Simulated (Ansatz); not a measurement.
# SrPdN (built on the sites of a database entry of BaAsPd): phonons and vibrational spectra

Aim: the vibrations of SrPdN (built on the sites of a database entry of BaAsPd), their spectra, and whether the structure is stable.

Program: Ansatz 0.2.0. Level of theory: DFT PBE+D3(BJ), scalar-relativistic, plane waves, PAW. Results are calculated unless marked as measured.

Report form: the programs' logs are mostly left out.

The structure was built from a prototype and need not be the compound's stable phase.

## (1) Starting point

Symmetry: P-6m2, No. 187, hexagonal system. Conventional cell: a = 4.019 Å, b = 4.019 Å, c = 4.409 Å, α = 90.00°, β = 90.00°, γ = 120.00°. Nearest to Sr lie 6 Pd at 3.20 Å and 6 N at 3.20 Å. Nearest to N lie 3 Pd at 2.32 Å and 6 Sr at 3.20 Å. Nearest to Pd lie 3 N at 2.32 Å. Farther neighbours and most contacts between anions are not listed.

## (2) Rough relaxation

The start is far from rest, so a relaxation with loose tolerances brings it close first.

Input file input.yaml:

```yaml
crystal:
  lattice:
    - [4.01872, 0.0, 0.0]
    - [-2.00936, 3.48031, 0.0]
    - [0.0, 0.0, 4.40913]
  atoms:
    - { symbol: Sr, position: [0.0, 0.0, 0.0] }
    - { symbol: "N", position: [0.66666667, 0.33333333, 0.5] }
    - { symbol: Pd, position: [0.33333333, 0.66666667, 0.5] }
kpoints:
  mp_grid: { grid: [6, 6, 4] }
hamiltonian:
  xc: pbe
  dispersion: d3bj
scf:
  occupations: { method: gaussian, width: 0.1 }
output:
  forces: true
  stress: true
  eigenvalues: true
relax:
  adjacent_minimum: "off"
  f_tol: 0.05
  max_steps: 80
  cell: { stress_tol: 0.5 }
```

Launch:

```bash
> ansatz run input.yaml --threads 8 --pin off --max-ram 14336MiB --backend cpu --events-out ev --progress --plain --runs-dir out
```

Elapsed: 2.2 s, on 8 threads of Arm Neoverse V2, shared host; peak memory 0.42 GiB; 14 s of CPU time.

This run has no spin polarisation although its electron count is odd.

Relaxation path:

```
step  energy less that of the first step (eV)  largest force component (eV/Å)  pressure (GPa)  volume (Å³)
   1                                   0.0000                          0.0000          -12.50        61.67
   2                                  -0.4732                          0.0000           -6.23        54.03
   3                                  -0.5390                          0.0000            4.29        48.07
   4                                  -0.5611                          0.0000           -0.20        50.12
  5*                                  -0.5543                          0.0000           -0.35        50.12
```

Relaxation steps marked * repeat the geometry before them on a plane-wave basis chosen anew for their cell, so energy and pressure can jump there.

The run keeps the 12 symmetry operations that it works with, so distortions that break them were not tested.

```
conventional cell, symmetrised  before  after   change
                         a (Å)   4.019  3.773   -6.1 %
                         b (Å)   4.019  3.773   -6.1 %
                         c (Å)   4.409  4.066   -7.8 %
              volume (Å³/atom)   20.56  16.71  -18.7 %
```

Final coordinates:

```
Sr N Pd
1.0
     3.77283    0.00000    0.00000
    -1.88642    3.26737    0.00000
     0.00000    0.00000    4.06583
Sr N Pd
1 1 1
Direct
  0.00000 0.00000 0.00000
  0.66667 0.33333 0.50000
  0.33333 0.66667 0.50000
```

This step gave:

```yaml
pressure: -0.3460 GPa
volume_per_atom: 16.71 Å³
gap_on_the_k_mesh: 0 eV
```

In this step the volume went from 20.56 to 16.71 Å³/atom.

## (3) Bringing the structure to rest

The cell and atoms are relaxed, since residual forces and stress would shift the frequencies.

input.yaml, the sections that differ from step 2:

```yaml
crystal:
  lattice:
    - [3.7728314166, 0.0, 0.0]
    - [-1.8864157083, 3.267367851, 0.0]
    - [0.0, 0.0, 4.0658287257]
  atoms:
    - { symbol: Sr, position: [0.0, 0.0, 0.0] }
    - { symbol: "N", position: [0.6666666667, 0.3333333333, 0.5] }
    - { symbol: Pd, position: [0.3333333333, 0.6666666667, 0.5] }
kpoints:
  mp_grid: { grid: [15, 15, 10] }
relax:
  adjacent_minimum: "off"
  f_tol: 0.005
  max_steps: 80
  cell: { stress_tol: 0.05 }
# hamiltonian, scf, output: as in step 2
```

Run time: 8.6 s. Hardware: 8 threads; peak memory 0.59 GiB; 64 s of CPU time.

Step by step:

```
step  energy less that of the first step (eV)  largest force component (eV/Å)  pressure (GPa)  volume (Å³)
   1                                   0.0000                          0.0000           -0.19        50.12
   2                                  -0.0003                          0.0000            0.14        49.93
   3                                  -0.0002                          0.0000            0.00        50.02
  4*                                  -0.0001                          0.0000           -0.01        50.02
```

Relaxation steps marked * repeat the geometry before them on a plane-wave basis chosen anew for their cell, so energy and pressure can jump there.

The run keeps the 12 symmetry operations that it works with, so distortions that break them were not tested.

```
conventional cell, symmetrised  before  after  change
                         a (Å)   3.773  3.772  -0.0 %
                         b (Å)   3.773  3.772  -0.0 %
                         c (Å)   4.066  4.060  -0.1 %
              volume (Å³/atom)   16.71  16.67  -0.2 %
```

Final coordinates:

```xyz
3
Lattice="3.7717 0.0000 0.0000 -1.8858 3.2664 0.0000 0.0000 0.0000 4.0602" Properties=species:S:1:pos:R:3 pbc="T T T"
Sr    0.0000    0.0000    0.0000
N     1.8858    1.0888    2.0301
Pd    0.0000    2.1776    2.0301
```

This step gave:

```yaml
pressure: -0.007085 GPa
volume_per_atom: 16.67 Å³
```

In this step the volume went from 16.71 to 16.67 Å³/atom.

## (4) Tight relaxation

Phonons need a cell at rest on their own settings, so the relaxation is repeated with tight tolerances on forces and stress on the k mesh and occupations of the first response run.

Input file input.yaml:

```yaml
crystal:
  lattice:
    - [3.7716721934, 0.0, 0.0]
    - [-1.8858360967, 3.2663639343, 0.0]
    - [0.0, 0.0, 4.060158797]
  atoms:
    - { symbol: Sr, position: [0.0, 0.0, 0.0] }
    - { symbol: "N", position: [0.6666666667, 0.3333333333, 0.5] }
    - { symbol: Pd, position: [0.3333333333, 0.6666666667, 0.5] }
kpoints:
  mp_grid: { grid: [15, 15, 12] }
hamiltonian:
  xc: pbe
  dispersion: d3bj
scf:
  occupations: { method: methfessel_paxton, width: 0.2 }
output:
  forces: true
  stress: true
  eigenvalues: true
relax:
  adjacent_minimum: "off"
  f_tol: 0.001
  max_steps: 60
  cell: { stress_tol: 0.01 }
```

Wall time 9.1 s (8 threads); peak memory 0.6 GiB; 68 s of CPU time.

Little changed from the start: no atom moved by 0.005 Å and no cell edge by 0.1 %.

Numbers from this step:

```yaml
pressure: 0.004397 GPa
```

The forces vanish by symmetry and the pressure is 0.004 GPa, within the tolerances set. The cell now holds 16.67 Å³/atom.

## (5) Linear response at the zone centre

The zone centre comes first: it holds the modes that light can see, as far as symmetry allows. No field response is asked, since the mesh shows no gap.

input.yaml, the sections that differ from step 4:

```yaml
crystal:
  lattice:
    - [3.7707149625, 0.0, 0.0]
    - [-1.8853574812, 3.2655349479, 0.0]
    - [0.0, 0.0, 4.0614150488]
  atoms:
    - { symbol: Sr, position: [0.0, 0.0, 0.0] }
    - { symbol: "N", position: [0.6666666667, 0.3333333333, 0.5] }
    - { symbol: Pd, position: [0.3333333333, 0.6666666667, 0.5] }
output:
  eigenvalues: true
phonons:
  method: dfpt
# kpoints, hamiltonian, scf: as in step 4
# relax: removed
```

It took 41 s on 8 threads; peak memory 1.5 GiB; 4.9 min of CPU time.

Numbers from this step:

```
sum-rule residual before enforcement                    : 4.01e-5 eV/Å²
point group                                             : -6m2
highest optical mode at the zone centre (no LO-TO term) : 315.8 cm⁻¹
lowest optical zone-centre mode                         : -69.59 cm⁻¹
```

Patterns of degenerate modes are one choice out of their space. Modes at Γ, with each element's share of the kinetic energy (negative means imaginary):

```
mode  frequency (cm⁻¹)  symmetry  Sr %  N %  Pd %
   1             -69.6      A2''     9   90     0
   2               0.0  acoustic    42    7    51
   3               0.0  acoustic    42    7    51
   4               0.0  acoustic    42    7    51
   5             121.5        E'    58    7    36
   6             121.5        E'    58    7    36
   7             183.2      A2''    49    3    48
   8             315.8        E'     0   87    13
   9             315.8        E'     0   87    13
```

Displacements in mode 1 (-69.6 cm⁻¹), the largest set to 1:
```
Sr1  0.00  0.00 -0.13
N2   0.00  0.00  1.00
Pd3  0.00  0.00 -0.03
```

Displacements in mode 5 (121.5 cm⁻¹), the largest set to 1:
```
Sr1  0.00  1.00  0.00
N2   0.00 -0.85  0.00
Pd3  0.00 -0.71  0.00
```

Before it was imposed, the acoustic sum rule was missed by 4.0e-5 eV/Å². Small misses are needed for a sound result but don't prove that mesh and cutoff are converged. The lowest optical mode is imaginary, 69.6i cm⁻¹, so the energy falls along it.

## (6) Phonons on a q mesh

Stability and thermal properties need the whole zone. Linear response on a 3×3×4 q mesh gives force constants as far as a supercell of that size would.

input.yaml: that of step 5 with these lines changed.

```diff
@@ -20 +20,9 @@
   method: dfpt
+  qmesh: [3, 3, 4]
+  temperatures: { t_max: 1000, t_step: 50 }
+  qpath:
+    path:
+      - [[0.0, 0.0, 0.0], [0.5, 0.0, 0.0], [0.33333333, 0.33333333, 0.0], [0.0, 0.0, 0.0], [0.0, 0.0, 0.5], [0.5, 0.0, 0.5], [0.33333333, 0.33333333, 0.5], [0.0, 0.0, 0.5]]
+      - [[0.5, 0.0, 0.5], [0.5, 0.0, 0.0]]
+      - [[0.33333333, 0.33333333, 0.5], [0.33333333, 0.33333333, 0.0]]
+    npoints: 10
```

Run time: 9.1 min. Hardware: 8 threads; peak memory 3.4 GiB; 70 min of CPU time.

This step gave:

```yaml
sum_rule_residual_before_enforcement: 3.96e-5 eV/Å²
lowest_frequency_on_the_path: -129.0 cm⁻¹
highest_frequency_on_the_path_or_at_a_solved_wavevector: 370.9 cm⁻¹
lowest_mode_on_the_q_mesh_acoustic_modes_at_gamma_apart: -129.1 cm⁻¹
```

Frequencies (cm⁻¹) solved at each irreducible wavevector; negative means imaginary. Frequencies by wavevector, by row:

```
q in reciprocal lattice units  star  mode 1  mode 2  mode 3  mode 4  mode 5  mode 6  mode 7  mode 8  mode 9
                        0 0 0     1   -69.6       0       0       0   121.5   121.5   183.2   315.8   315.8
                     0 0 0.25     2    46.1    46.1    71.9   112.2   112.2   130.8   175.9   314.1   314.1
                     0 0 -0.5     1    85.4    85.4    85.9    85.9   139.7   140.4   194.3   312.1   312.1
                   0 0.3333 0     6  -102.7     -34      82    96.5   135.2   156.6     163   293.7   339.8
                0 0.3333 0.25    12   -12.2    35.5    66.1     123   123.8   150.8   179.6   289.2   339.9
                0 0.3333 -0.5     6    48.9    60.4      76   101.6   137.7   172.4   191.3   285.8   340.2
              0.3333 0.3333 0     2  -129.1   -45.5      32   117.9   132.7     144   180.8     320   370.9
           0.3333 0.3333 0.25     4   -89.1   -85.1    81.5   101.5   148.4   163.4     174   318.2   365.4
           0.3333 0.3333 -0.5     2  -106.5    30.8    75.9   120.2   167.2   167.8   174.3   316.6   360.2
```

Interpolated from a 3×3×4 q mesh. Phonon branches along the path, in cm⁻¹:

```
    point  branch 1  branch 2  branch 3  branch 4  branch 5  branch 6  branch 7  branch 8  branch 9
        Γ       -70         0         0         0       122       122       183       316       316
  halfway       -88       -12        63        93       133       149       166       295       327
        M      -117       -53        86       104       136       143       178       299       356
  halfway      -123       -48        62       109       140       141       179       310       363
        K      -129       -46        32       118       133       144       181       320       371
  halfway       -96        22        73        84       142       153       161       296       333
        Γ       -70         0         0         0       122       122       183       316       316
  halfway        46        46        72       112       112       131       176       314       314
        A        85        85        86        86       140       140       194       312       312
  halfway        64        66        86        97       149       168       187       289       327
        L        23        57        58       106       116       174       199       288       357
  halfway       -87        48        85       105       144       170       190       302       358
        H      -106        31        76       120       167       168       174       316       360
  halfway        24        61        98        99       152       170       184       291       331
        A        85        85        86        86       140       140       194       312       312
jump to L        23        57        58       106       116       174       199       288       357
  halfway       -55       -22        49       122       125       150       188       293       356
        M      -117       -53        86       104       136       143       178       299       356
jump to H      -106        31        76       120       167       168       174       316       360
  halfway       -89       -85        82       102       148       163       174       318       365
        K      -129       -46        32       118       133       144       181       320       371
```

The phonon density of states has structure finer than the step of the table below, so its rows give means over 20 cm⁻¹, whole bins alone (the curve runs from -128 to 372 cm⁻¹). Peaks (cm⁻¹: height): -47.5: 0.0191, 62.5: 0.0402, 112.5: 0.0472, 132.5: 0.0598, 177.5: 0.0621, 292.5: 0.0561, 357.5: 0.0374.

Tetrahedra on a 21×21×16 mesh, mean over bins of 5 cm-1. Interpolated from a 3×3×4 q mesh. Phonon density of states against wavenumber; means over each step:

```
wavenumber (cm⁻¹)  phonon density of states (1/cm⁻¹/cell)
             -100                                 0.00837
              -80                                  0.0104
              -60                                  0.0119
              -40                                  0.0138
              -20                                 0.00706
                0                                 0.00547
               20                                 0.00956
               40                                  0.0153
               60                                  0.0323
               80                                  0.0293
              100                                  0.0321
              120                                  0.0364
              140                                  0.0466
              160                                  0.0391
              180                                  0.0434
              200                                 0.00471
              220                                       0
              240                                       0
              260                                       0
              280                                 0.00686
              300                                  0.0371
              320                                  0.0194
              340                                  0.0159
              360                                  0.0202
```

The partial phonon density of states has structure finer than the step of the table below, so its rows give means over 20 cm⁻¹, whole bins alone (the curve runs from -139 to 392 cm⁻¹). Peaks (cm⁻¹: height): N -112.0: 0.00679, 184.8: 0.00789, 294.8: 0.0465, 354.8: 0.0279; Pd -45.3: 0.00985, 61.4: 0.0167, 111.4: 0.0234, 134.8: 0.0186, 174.8: 0.0199; Sr -45.3: 0.00478, 61.4: 0.0145, 108.1: 0.0176, 134.8: 0.0291, 174.8: 0.0316.

Phonopy on the run's constants, 17x17x15 mesh, Gaussian sigma 3.8 cm-1. Interpolated from a 3×3×4 q mesh. The partial phonon density of states by wavenumber; means over each step; values in 1/cm⁻¹/cell:

```
wavenumber (cm⁻¹)        N       Pd       Sr
             -120  0.00446   2.3e-5   5.9e-5
             -100  0.00621  0.00148   7.4e-4
              -80  0.00566  0.00328  0.00156
              -60  0.00413  0.00508  0.00233
              -40  0.00312  0.00728  0.00373
              -20  0.00132  0.00368  0.00248
                0   4.7e-4  0.00149  0.00115
               20  0.00173  0.00447  0.00406
               40  0.00282  0.00665  0.00645
               60  0.00452   0.0147   0.0129
               80  0.00298   0.0143   0.0118
              100  0.00256   0.0156   0.0141
              120  0.00263   0.0187   0.0161
              140  0.00423   0.0170   0.0244
              160  0.00292   0.0146   0.0219
              180  0.00553   0.0137   0.0235
              200  0.00147  0.00124  0.00257
              220   3.5e-7   3.5e-7   7.0e-7
              240        0        0        0
              260        0        0        0
              280  0.00727   3.8e-4   2.1e-5
              300   0.0342  0.00182   9.3e-5
              320   0.0182  0.00155   3.2e-5
              340   0.0147  0.00132   1.0e-5
              360   0.0182  0.00161   9.4e-6
              380   5.5e-4   5.3e-5        0
```

Symmetry leaves 9 wavevectors to solve. The lowest mode among them, the acoustic zeros apart, lies at q = (0.333, 0.333, 0) and is imaginary, 129.1i cm⁻¹, so the energy falls along it.

(Part 1 of 2 ends here.)

[Logs are printed without paths, hosts, clocks, repeated set-up lines and the standing remarks that a program may print on its own settings, such as how far it seeks lower states.]

[Hosts, paths, dates, database ids (printed as entryN), source tags and the programs' standing remarks are cut or masked in the printed files.]
